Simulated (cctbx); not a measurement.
## BaDy2B2 across an absorption edge

Space group P4/mbm (no. 127), a = 7.7170 Å, b = 7.7170 Å, c = 4.2920 Å, α = 90.00°, β = 90.00°, γ = 90.00°.

```csv
atom,mult.,x,y,z,Ueq (Å²)
Dy1,4,0.6698,0.8302,1/2,0.0180
Ba1,2,1/2,1/2,0,0.0147
B1,4,0.8720,0.6280,0,0.0553
```

This is a model crystal, built by substitution and not relaxed, with assumed displacement parameters.

Calculated with cctbx: free-atom f′ and f″ from the Sasaki tables, no fine structure; amplitudes in electrons.

| E (eV) | F 1 3 0 | F 0 0 1 | F 2 1 0 | F 1 1 0 |
| --- | --- | --- | --- | --- |
| 7190 | 171.4 | 95.7 | 137.1 | 43.2 |
| 7540 | 168.6 | 87.0 | 131.4 | 45.5 |
| 7670 | 165.9 | 80.4 | 126.8 | 47.1 |
| 7730 | 163.4 | 74.7 | 122.6 | 48.5 |
| 7760 | 160.8 | 68.9 | 118.4 | 49.8 |
| 7775 | 158.1 | 63.1 | 114.1 | 51.1 |
| 7782 | 155.8 | 58.0 | 110.4 | 52.3 |
| 7786 | 153.3 | 52.7 | 106.4 | 53.5 |
| 7794 | 154.6 | 55.3 | 108.4 | 52.8 |
| 7798 | 157.7 | 61.4 | 113.2 | 51.2 |
| 7805 | 160.3 | 66.8 | 117.3 | 49.9 |
| 7820 | 163.2 | 72.5 | 121.7 | 48.5 |
| 7850 | 166.0 | 78.2 | 126.0 | 47.1 |
| 7940 | 169.5 | 85.2 | 131.4 | 45.5 |
| 8190 | 172.5 | 90.7 | 135.8 | 44.4 |

**Question.** Which edge is crossed, and why do the reflections move as they do?

The L3 edge of Dy. The edge is at 7790 eV. f′ of Dy falls from -11.9 e at 7670 eV to -19.0 e at 4 eV below it, and f″ steps from 3.68 to 10.57 e across it. Over that approach |F| changes by -8 % (1 3 0), -34 % (0 0 1), -16 % (2 1 0) and +14 % (1 1 0): a reflection falls where Dy scatters in phase with the total and rises where it scatters against it; it hardly moves where the Dy term is small or cancels by symmetry. Above the edge the larger f″ enters the imaginary part, where it can add to or cancel the other atoms' f″. The structure is centrosymmetric, so Friedel mates stay equal.

[Logs are printed without paths, hosts, clocks, repeated set-up lines and the standing remarks that a program may print on its own settings, such as how far it seeks lower states.]
